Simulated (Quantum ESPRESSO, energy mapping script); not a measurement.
# Spin model of NiO from collinear orders, part 2 of 2

Wanted: the magnetic order of NiO, its couplings and an estimate of its ordering temperature, by PBE+U (6 eV), QE, GBRV.

PBE with U = 6 eV on Ni d, ortho-atomic projectors; plane waves, U on orthogonalised atomic orbitals unless named otherwise, collinear spin, no spin–orbit coupling.

So far. Step 3 (Run 2 (compensated +−; cell A, 4 atoms)): The run ends antiferromagnetic, 10.67 meV a magnetic atom above the parallel order of its cell. Step 4 (Order 3: parallel, cell B of 4 atoms): The run ends ferromagnetic. For each magnetic atom its energy differs from the parallel run of the first cell by -0.14 meV, an error that one common reference would have brought in.

**5. Order 4: compensated +−, cell B of 4 atoms**

Level of this step: PBE with U = 6 eV on Ni d, ortho-atomic projectors, GBRV potentials (Quantum ESPRESSO).

This order reverses 6 of the 12 neighbours at 2.95 Å, 6 of the 6 neighbours at 4.17 Å and 12 of the 24 neighbours at 5.11 Å, counted for an average magnetic atom.

pw.in reads:

```
&control
  calculation = 'scf'
  prefix = 'pw'
  outdir = './tmp/'
  pseudo_dir = './pseudo/'
  verbosity = 'low'
/
&system
  ibrav = 0
  nat = 4
  ntyp = 3
  ecutwfc = 45
  ecutrho = 360
  nbnd = 36
  occupations = 'smearing'
  smearing = 'fd'
  degauss = 0.00367493
  nspin = 2
  starting_magnetization(1) = 0.1111
  starting_magnetization(2) = -0.1111
/
&electrons
  conv_thr = 1.0e-08
  electron_maxstep = 120
  mixing_beta = 0.3
  mixing_mode = 'plain'
/
ATOMIC_SPECIES
  Ni1 58.6934 Ni.upf
  Ni2 58.6934 Ni.upf
  O 15.9990 O.upf
CELL_PARAMETERS angstrom
  0.00000000 -2.08590164 -2.08590164
  -2.08590164 0.00000000 -2.08590164
  2.08590164 2.08590164 -4.17180328
ATOMIC_POSITIONS crystal
  Ni1 0.50000000 0.50000000 0.50000000
  Ni2 0.00000000 0.00000000 0.00000000
  O 0.75000000 0.75000000 0.75000000
  O 0.25000000 0.25000000 0.25000000
K_POINTS automatic
  8 8 8 0 0 0
HUBBARD {ortho-atomic}
U Ni1-3d 6
U Ni2-3d 6
```

Command:

```
> OMP_NUM_THREADS=1 mpirun -n 4 pw.x -nk 4 -in pw.in > pw.out
```

The program printed:

```text
[banner, memory and clock lines left out]
Program PWSCF v.7.5 starts
[...]
unit-cell volume          =     244.9842 (a.u.)^3
     number of atoms/cell      =            4
[...]
number of electrons       =        48.00
     number of Kohn-Sham states=           36
     kinetic-energy cutoff     =      45.0000  Ry
     charge density cutoff     =     360.0000  Ry
[...]
The total energy is F=E-TS. E is the sum of the following terms:
     one-electron contribution =    -432.02852357 Ry
     hartree contribution      =     245.40907601 Ry
     xc contribution           =     -85.92591592 Ry
     ewald contribution        =    -478.44661533 Ry
     Hubbard energy            =       0.13788431 Ry
     total magnetization       =     0.00 Bohr mag/cell
     absolute magnetization    =     3.62 Bohr mag/cell
     convergence has been achieved in  16 iterations
[key lines of the parts left out:]
!    total energy              =    -750.85409450 Ry
the Fermi energy is    14.6896 ev
```

It took 49 s on 4 MPI ranks of Arm Neoverse V1, shared host; peak memory 0.46 GiB.

The run ends antiferromagnetic, 104.49 meV a magnetic atom below the parallel order of its cell.

**6. Run 5 (parallel; cell C, 6 atoms)**

The parallel order again, as the reference for this cell.

pw.in reads:

```
&control
  calculation = 'scf'
  prefix = 'pw'
  outdir = './tmp/'
  pseudo_dir = './pseudo/'
  verbosity = 'low'
/
&system
  ibrav = 0
  nat = 6
  ntyp = 2
  ecutwfc = 45
  ecutrho = 360
  nbnd = 55
  occupations = 'smearing'
  smearing = 'fd'
  degauss = 0.00367493
  nspin = 2
  starting_magnetization(1) = 0.1111
/
&electrons
  conv_thr = 1.5e-08
  electron_maxstep = 120
  mixing_beta = 0.3
  mixing_mode = 'plain'
/
ATOMIC_SPECIES
  Ni 58.6934 Ni.upf
  O 15.9990 O.upf
CELL_PARAMETERS angstrom
  0.00000000 2.08590164 2.08590164
  -2.08590164 0.00000000 -2.08590164
  -4.17180328 -4.17180328 4.17180328
ATOMIC_POSITIONS crystal
  Ni 0.00000000 0.00000000 0.00000000
  Ni 0.33333333 0.66666667 0.66666667
  Ni 0.66666667 0.33333333 0.33333333
  O 0.66666667 0.33333333 0.83333333
  O 0.00000000 0.00000000 0.50000000
  O 0.33333333 0.66666667 0.16666667
K_POINTS automatic
  8 8 3 0 0 0
HUBBARD {ortho-atomic}
U Ni-3d 6
```

The program printed:

```text
[banner, memory and clock lines left out]
Program PWSCF v.7.5 starts
[...]
unit-cell volume          =     367.4763 (a.u.)^3
     number of atoms/cell      =            6
[...]
number of electrons       =        72.00
     number of Kohn-Sham states=           55
     kinetic-energy cutoff     =      45.0000  Ry
     charge density cutoff     =     360.0000  Ry
[...]
The total energy is F=E-TS. E is the sum of the following terms:
     one-electron contribution =    -647.68132791 Ry
     hartree contribution      =     367.81818993 Ry
     xc contribution           =    -128.90723735 Ry
     ewald contribution        =    -717.66992300 Ry
     Hubbard energy            =       0.18219673 Ry
     total magnetization       =     6.00 Bohr mag/cell
     absolute magnetization    =     6.04 Bohr mag/cell
     convergence has been achieved in  13 iterations
[key lines of the parts left out:]
!    total energy              =   -1126.25810160 Ry
the Fermi energy is    14.8529 ev
```

Elapsed: 38 s, on 4 MPI ranks; peak memory 0.53 GiB.

The run ends ferromagnetic. For each magnetic atom its energy differs from the parallel run of the first cell by -0.14 meV, an error that one common reference would have brought in.

**7. Order 6: uncompensated ++−, cell C of 6 atoms**

This order reverses 4 of the 12 neighbours at 2.95 Å, 4 of the 6 neighbours at 4.17 Å and 12 of the 24 neighbours at 5.11 Å, counted for an average magnetic atom.

Edit pw.in of step 6 so:

```diff
@@ -10,6 +10,6 @@
   nat = 6
-  ntyp = 2
+  ntyp = 3
   ecutwfc = 45
   ecutrho = 360
-  nbnd = 55
+  nbnd = 53
   occupations = 'smearing'
@@ -19,2 +19,3 @@
   starting_magnetization(1) = 0.1111
+  starting_magnetization(2) = -0.1111
 /
@@ -27,3 +28,4 @@
 ATOMIC_SPECIES
-  Ni 58.6934 Ni.upf
+  Ni1 58.6934 Ni.upf
+  Ni2 58.6934 Ni.upf
   O 15.9990 O.upf
@@ -34,5 +36,5 @@
 ATOMIC_POSITIONS crystal
-  Ni 0.00000000 0.00000000 0.00000000
-  Ni 0.33333333 0.66666667 0.66666667
-  Ni 0.66666667 0.33333333 0.33333333
+  Ni1 0.00000000 0.00000000 0.00000000
+  Ni1 0.33333333 0.66666667 0.66666667
+  Ni2 0.66666667 0.33333333 0.33333333
   O 0.66666667 0.33333333 0.83333333
@@ -43,2 +45,3 @@
 HUBBARD {ortho-atomic}
-U Ni-3d 6
+U Ni1-3d 6
+U Ni2-3d 6
```

The program printed:

```text
[banner, memory and clock lines left out]
Program PWSCF v.7.5 starts
[...]
unit-cell volume          =     367.4763 (a.u.)^3
     number of atoms/cell      =            6
[...]
number of electrons       =        72.00
     number of Kohn-Sham states=           53
     kinetic-energy cutoff     =      45.0000  Ry
     charge density cutoff     =     360.0000  Ry
[...]
The total energy is F=E-TS. E is the sum of the following terms:
     one-electron contribution =    -647.93560368 Ry
     hartree contribution      =     368.02544348 Ry
     xc contribution           =    -128.89369642 Ry
     ewald contribution        =    -717.66992300 Ry
     Hubbard energy            =       0.19964183 Ry
     total magnetization       =     2.00 Bohr mag/cell
     absolute magnetization    =     5.61 Bohr mag/cell
     convergence has been achieved in  16 iterations
[key lines of the parts left out:]
!    total energy              =   -1126.27413780 Ry
the Fermi energy is    14.5569 ev
```

The job ended after 45 s (4 MPI ranks; peak memory 0.53 GiB; 3 min of CPU time).

The run ends ferrimagnetic, 72.73 meV a magnetic atom below the parallel order of its cell.

**8. Order 7: parallel, cell D of 6 atoms**

The parallel order again, as the reference for this cell.

This run holds the same structure in another cell (c 7.226 → 6.596 Å, α 90.0 → 102.9°, β 90.0 → 102.9°, γ 120.0 → 90.0°).

pw.in reads:

```
&control
  calculation = 'scf'
  prefix = 'pw'
  outdir = './tmp/'
  pseudo_dir = './pseudo/'
  verbosity = 'low'
/
&system
  ibrav = 0
  nat = 6
  ntyp = 2
  ecutwfc = 45
  ecutrho = 360
  nbnd = 55
  occupations = 'smearing'
  smearing = 'fd'
  degauss = 0.00367493
  nspin = 2
  starting_magnetization(1) = 0.1111
/
&electrons
  conv_thr = 1.5e-08
  electron_maxstep = 120
  mixing_beta = 0.3
  mixing_mode = 'plain'
/
ATOMIC_SPECIES
  Ni 58.6934 Ni.upf
  O 15.9990 O.upf
CELL_PARAMETERS angstrom
  0.00000000 2.08590164 2.08590164
  0.00000000 2.08590164 -2.08590164
  -6.25770492 -2.08590164 0.00000000
ATOMIC_POSITIONS crystal
  Ni 0.00000000 0.00000000 0.00000000
  Ni 0.33333333 0.33333333 0.66666667
  Ni 0.66666667 0.66666667 0.33333333
  O 0.83333333 0.83333333 0.66666667
  O 0.16666667 0.16666667 0.33333333
  O 0.50000000 0.50000000 0.00000000
K_POINTS automatic
  7 7 7 0 0 0
HUBBARD {ortho-atomic}
U Ni-3d 6
```

The program printed:

```text
[banner, memory and clock lines left out]
Program PWSCF v.7.5 starts
[...]
unit-cell volume          =     367.4763 (a.u.)^3
     number of atoms/cell      =            6
[...]
number of electrons       =        72.00
     number of Kohn-Sham states=           55
     kinetic-energy cutoff     =      45.0000  Ry
     charge density cutoff     =     360.0000  Ry
[...]
The total energy is F=E-TS. E is the sum of the following terms:
     one-electron contribution =    -647.68140965 Ry
     hartree contribution      =     367.81831191 Ry
     xc contribution           =    -128.90725714 Ry
     ewald contribution        =    -717.66992300 Ry
     Hubbard energy            =       0.18219277 Ry
     total magnetization       =     6.00 Bohr mag/cell
     absolute magnetization    =     6.04 Bohr mag/cell
     convergence has been achieved in  13 iterations
[key lines of the parts left out:]
!    total energy              =   -1126.25808511 Ry
the Fermi energy is    14.7579 ev
```

Wall time 57 s (4 MPI ranks); peak memory 0.59 GiB; 3.8 min of CPU time.

The run ends ferromagnetic. For each magnetic atom its energy differs from the parallel run of the first cell by -0.06 meV, an error that one common reference would have brought in.

**9. Uncompensated ++− start in cell D (6 atoms)**

This order reverses 5.33 of the 12 neighbours at 2.95 Å, 1.33 of the 6 neighbours at 4.17 Å and 16 of the 24 neighbours at 5.11 Å, counted for an average magnetic atom.

Edit pw.in of step 8 so:

```diff
@@ -10,6 +10,6 @@
   nat = 6
-  ntyp = 2
+  ntyp = 3
   ecutwfc = 45
   ecutrho = 360
-  nbnd = 55
+  nbnd = 53
   occupations = 'smearing'
@@ -19,2 +19,3 @@
   starting_magnetization(1) = 0.1111
+  starting_magnetization(2) = -0.1111
 /
@@ -27,3 +28,4 @@
 ATOMIC_SPECIES
-  Ni 58.6934 Ni.upf
+  Ni1 58.6934 Ni.upf
+  Ni2 58.6934 Ni.upf
   O 15.9990 O.upf
@@ -34,5 +36,5 @@
 ATOMIC_POSITIONS crystal
-  Ni 0.00000000 0.00000000 0.00000000
-  Ni 0.33333333 0.33333333 0.66666667
-  Ni 0.66666667 0.66666667 0.33333333
+  Ni1 0.00000000 0.00000000 0.00000000
+  Ni1 0.33333333 0.33333333 0.66666667
+  Ni2 0.66666667 0.66666667 0.33333333
   O 0.83333333 0.83333333 0.66666667
@@ -43,2 +45,3 @@
 HUBBARD {ortho-atomic}
-U Ni-3d 6
+U Ni1-3d 6
+U Ni2-3d 6
```

The program printed:

```text
[banner, memory and clock lines left out]
Program PWSCF v.7.5 starts
[...]
unit-cell volume          =     367.4763 (a.u.)^3
     number of atoms/cell      =            6
[...]
number of electrons       =        72.00
     number of Kohn-Sham states=           53
     kinetic-energy cutoff     =      45.0000  Ry
     charge density cutoff     =     360.0000  Ry
[...]
The total energy is F=E-TS. E is the sum of the following terms:
     one-electron contribution =    -647.73460987 Ry
     hartree contribution      =     367.85418413 Ry
     xc contribution           =    -128.89931143 Ry
     ewald contribution        =    -717.66992300 Ry
     Hubbard energy            =       0.18695443 Ry
     total magnetization       =     2.00 Bohr mag/cell
     absolute magnetization    =     5.75 Bohr mag/cell
     convergence has been achieved in  13 iterations
[key lines of the parts left out:]
!    total energy              =   -1126.26270574 Ry
the Fermi energy is    14.8465 ev
```

Wall time 55 s (4 MPI ranks); peak memory 0.58 GiB; 3.6 min of CPU time.

The run ends ferrimagnetic, 20.96 meV a magnetic atom below the parallel order of its cell.

**10. Parallel start in cell E (6 atoms)**

The parallel order again, as the reference for this cell.

This run holds the same structure in another cell (b 2.950 → 4.172 Å, c 6.596 → 5.109 Å, α 102.9 → 114.1°, β 102.9 → 106.8°).

pw.in reads:

```
&control
  calculation = 'scf'
  prefix = 'pw'
  outdir = './tmp/'
  pseudo_dir = './pseudo/'
  verbosity = 'low'
/
&system
  ibrav = 0
  nat = 6
  ntyp = 2
  ecutwfc = 45
  ecutrho = 360
  nbnd = 55
  occupations = 'smearing'
  smearing = 'fd'
  degauss = 0.00367493
  nspin = 2
  starting_magnetization(1) = 0.1111
/
&electrons
  conv_thr = 1.5e-08
  electron_maxstep = 120
  mixing_beta = 0.3
  mixing_mode = 'plain'
/
ATOMIC_SPECIES
  Ni 58.6934 Ni.upf
  O 15.9990 O.upf
CELL_PARAMETERS angstrom
  0.00000000 -2.08590164 -2.08590164
  -4.17180328 0.00000000 0.00000000
  2.08590164 4.17180328 -2.08590164
ATOMIC_POSITIONS crystal
  Ni 0.66666667 0.66666667 0.33333333
  Ni 0.33333333 0.33333333 0.66666667
  Ni 0.00000000 0.00000000 0.00000000
  O 0.66666667 0.16666667 0.33333333
  O 0.33333333 0.83333333 0.66666667
  O 0.00000000 0.50000000 0.00000000
K_POINTS automatic
  8 8 8 0 0 0
HUBBARD {ortho-atomic}
U Ni-3d 6
```

The program printed:

```text
[banner, memory and clock lines left out]
Program PWSCF v.7.5 starts
[...]
unit-cell volume          =     367.4763 (a.u.)^3
     number of atoms/cell      =            6
[...]
number of electrons       =        72.00
     number of Kohn-Sham states=           55
     kinetic-energy cutoff     =      45.0000  Ry
     charge density cutoff     =     360.0000  Ry
[...]
The total energy is F=E-TS. E is the sum of the following terms:
     one-electron contribution =    -647.68147019 Ry
     hartree contribution      =     367.81833653 Ry
     xc contribution           =    -128.90724170 Ry
     ewald contribution        =    -717.66992300 Ry
     Hubbard energy            =       0.18219484 Ry
     total magnetization       =     6.00 Bohr mag/cell
     absolute magnetization    =     6.04 Bohr mag/cell
     convergence has been achieved in  13 iterations
[key lines of the parts left out:]
!    total energy              =   -1126.25810351 Ry
the Fermi energy is    14.7307 ev
```

Elapsed: 2.3 min, on 4 MPI ranks; peak memory 0.79 GiB.

The run ends ferromagnetic. For each magnetic atom its energy differs from the parallel run of the first cell by -0.15 meV, an error that one common reference would have brought in.

**11. Run 10 (uncompensated ++−; cell E, 6 atoms)**

This order reverses 6.67 of the 12 neighbours at 2.95 Å, 2.67 of the 6 neighbours at 4.17 Å and 8 of the 24 neighbours at 5.11 Å, counted for an average magnetic atom.

Edit pw.in of step 10 so:

```diff
@@ -10,6 +10,6 @@
   nat = 6
-  ntyp = 2
+  ntyp = 3
   ecutwfc = 45
   ecutrho = 360
-  nbnd = 55
+  nbnd = 53
   occupations = 'smearing'
@@ -19,2 +19,3 @@
   starting_magnetization(1) = 0.1111
+  starting_magnetization(2) = -0.1111
 /
@@ -27,3 +28,4 @@
 ATOMIC_SPECIES
-  Ni 58.6934 Ni.upf
+  Ni1 58.6934 Ni.upf
+  Ni2 58.6934 Ni.upf
   O 15.9990 O.upf
@@ -34,5 +36,5 @@
 ATOMIC_POSITIONS crystal
-  Ni 0.66666667 0.66666667 0.33333333
-  Ni 0.33333333 0.33333333 0.66666667
-  Ni 0.00000000 0.00000000 0.00000000
+  Ni1 0.66666667 0.66666667 0.33333333
+  Ni1 0.33333333 0.33333333 0.66666667
+  Ni2 0.00000000 0.00000000 0.00000000
   O 0.66666667 0.16666667 0.33333333
@@ -43,2 +45,3 @@
 HUBBARD {ortho-atomic}
-U Ni-3d 6
+U Ni1-3d 6
+U Ni2-3d 6
```

The program printed:

```text
[banner, memory and clock lines left out]
Program PWSCF v.7.5 starts
[...]
unit-cell volume          =     367.4763 (a.u.)^3
     number of atoms/cell      =            6
[...]
number of electrons       =        72.00
     number of Kohn-Sham states=           53
     kinetic-energy cutoff     =      45.0000  Ry
     charge density cutoff     =     360.0000  Ry
[...]
The total energy is F=E-TS. E is the sum of the following terms:
     one-electron contribution =    -647.82244703 Ry
     hartree contribution      =     367.92574111 Ry
     xc contribution           =    -128.89463687 Ry
     ewald contribution        =    -717.66992300 Ry
     Hubbard energy            =       0.19302446 Ry
     total magnetization       =     2.00 Bohr mag/cell
     absolute magnetization    =     5.61 Bohr mag/cell
     convergence has been achieved in  16 iterations
[key lines of the parts left out:]
!    total energy              =   -1126.26824134 Ry
the Fermi energy is    14.6637 ev
```

Run time: 2.7 min. Hardware: 4 MPI ranks; peak memory 0.79 GiB.

The run ends ferrimagnetic, 45.98 meV a magnetic atom below the parallel order of its cell.

**12. The fit**

Each energy difference is a sum of couplings weighted by the pairs that the order reverses. A few near shells are fitted to the differences by least squares. Energies are those extrapolated to zero occupation width, not the free energies F.

The orders that converged (zero: parallel moments in the same cell):

```csv
order,atoms,energy (meV a magnetic atom),moments (μB),moments kept as typed,"opposed neighbours at 2.95, 4.17, 5.11 Å"
parallel in cell A,4,0.00,1.73,yes,"0, 0, 0"
compensated +− in cell A,4,10.67,1.74,yes,"8, 0, 16"
parallel in cell B,4,0.00,1.73,yes,"0, 0, 0"
compensated +− in cell B,4,-104.49,1.67,yes,"6, 6, 12"
parallel in cell C,6,0.00,1.73,yes,"0, 0, 0"
uncompensated ++− in cell C,6,-72.73,1.67 to 1.70,yes,"4, 4, 12"
parallel in cell D,6,0.00,1.73,yes,"0, 0, 0"
uncompensated ++− in cell D,6,-20.96,1.71 to 1.72,yes,"5.33, 1.33, 16"
parallel in cell E,6,0.00,1.73,yes,"0, 0, 0"
uncompensated ++− in cell E,6,-45.98,1.69 to 1.71,yes,"6.67, 2.67, 8"
```

Fitted to E = −Σ J e·e over ordered pairs of unit vectors (J > 0 favours parallel moments):

```csv
pair,distance (Å),neighbours,J (meV)
Ni–Ni,2.95,12,0.625
Ni–Ni,4.17,6,-9.40
Ni–Ni,5.11,24,0.0256
Ni–Ni,5.90,12,-0.344
```

These orders cannot tell some unfitted shells from fitted ones: the value at 2.95 Å holds J(2.95) + 4 J(7.80) + J(8.85), the value at 5.11 Å holds J(5.11) + J(8.85) and the value at 5.90 Å holds J(5.90) − J(8.85); other unfitted shells add to the values wholly or in part.

Adding the shell at 6.60 Å gives 0.67, -9.4, 0.032, -0.35 and -0.032 meV and a mean-field temperature of 402 K, an exact solve that tests nothing.

In mean field these couplings order at 404 K, at q = (0.50, 0.50, 0.50) in fractions of the conventional cell's reciprocal vectors, and give a Curie–Weiss temperature of -405 K.

**13. Finite temperature**

Mean field ignores fluctuations and overstates the ordering temperature, so the model is also sampled. The heat capacity peaks where order sets in.

Classical unit spins with these couplings on 8×8×4 copies of a cell that holds the lowest order (512 spins), heat-bath sweeps, cooled from random directions, 831 sweeps to settle and 2493 measured at each temperature, averaged over 4 runs.

```csv
T (K),order along the lowest pattern,net moment,heat capacity (k_B a spin)
48.5,0.38,0.01,1.00
83.0,0.39,0.01,1.03
135,0.40,0.01,1.16
169,0.34,0.02,1.29
204,0.36,0.02,1.37
255,0.27,0.02,1.88
273,0.25,0.02,1.88
290,0.21,0.02,1.79
324,0.15,0.03,1.12
359,0.12,0.03,0.62
410,0.09,0.03,0.39
445,0.08,0.03,0.28
```

The smoothed heat capacity peaks at 267 K. The order column follows one pattern alone; equivalent domains or another pattern share the rest.

**14. What came out**

```
lowest order tried                                              : compensated +− in cell B
largest fitted value (a combination of shells), Ni–Ni at 4.17 Å : -9.40 meV
ordering temperature, mean field                                : 404 K
heat-capacity peak, Monte Carlo                                 : 267 K
```

What this shows: Of the orders tried, NiO prefers the order “compensated +− in cell B” under PBE+U (6 eV), QE, GBRV, with 6 of 12 neighbours at 2.95 Å, 6 of 6 neighbours at 4.17 Å and 12 of 24 neighbours at 5.11 Å opposed, and the heat capacity of the fitted model peaks near 267 K (Monte Carlo, classical spins). The largest fitted coupling is the Ni–Ni pair at 4.17 Å, antiferromagnetic at -9.4 meV, across a ligand at about 180°. The straight metal–ligand–metal path outweighs the right-angled one, the pattern expected of superexchange through one ligand p orbital, which these runs do not test. The orders also reverse pairs at 6.60 Å, which are not fitted, so the fitted values hold their part too. With 5 differences for 4 couplings the fit misses by 0.39 meV at most, a small part of the spread. In the fitted orders moments change by up to 3.4 % against the parallel run of the same cell, so their size stays put. Monte Carlo puts the peak at 0.66 of the mean-field temperature, since mean field leaves out fluctuations. In tests on simple cubic and body-centred models such peaks lay 5 to 6 % under the bulk value. On cooling, the order along the one computed pattern stays at or under 0.42: the model settles in an equivalent domain, a degenerate mixture or another order. The parallel order holds 2 μB a magnetic atom, spin 1; the common factor (S+1)/S would raise the classical 267 K to 534 K, a correction that often overshoots. The classical value and the one scaled by (S+1)/S differ by a factor of 2, so closeness of either to the measured temperature is partly a matter of convention.

Computed beside measured:

| quantity | measured | PBE+U (6 eV), QE, GBRV, Monte Carlo | PBE+U (6 eV), QE, GBRV, Monte Carlo × (S+1)/S |
| --- | --- | --- | --- |
| ordering temperature (spin model) (K) | 524 | 267 (-49.0 %) | 534 (+1.9 %) |

Measured values from arxiv:cond-mat/0609101 (2006).

Verdict: For the ordering temperature, of the levels listed nearest comes PBE+U (6 eV), QE, GBRV, Monte Carlo × (S+1)/S (+1.9 %, good agreement) and farthest PBE+U (6 eV), QE, GBRV, Monte Carlo (-49.0 %, a clear miss). A U picked for its result is no test. No cell relaxation is part of this session.

[Logs and program files are shortened in this print: banners, set-up blocks, solver, clock and traceback lines can be left out without a mark of their own.]

[Logs are printed without paths, hosts, clocks, repeated set-up lines and the standing remarks that a program may print on its own settings, such as how far it seeks lower states.]

[Hosts, paths, dates, database ids (printed as entryN), source tags and the programs' standing remarks are cut or masked in the printed files.]

[Where a cell is said to come from a database of computed structures, the database is the Materials Project.]
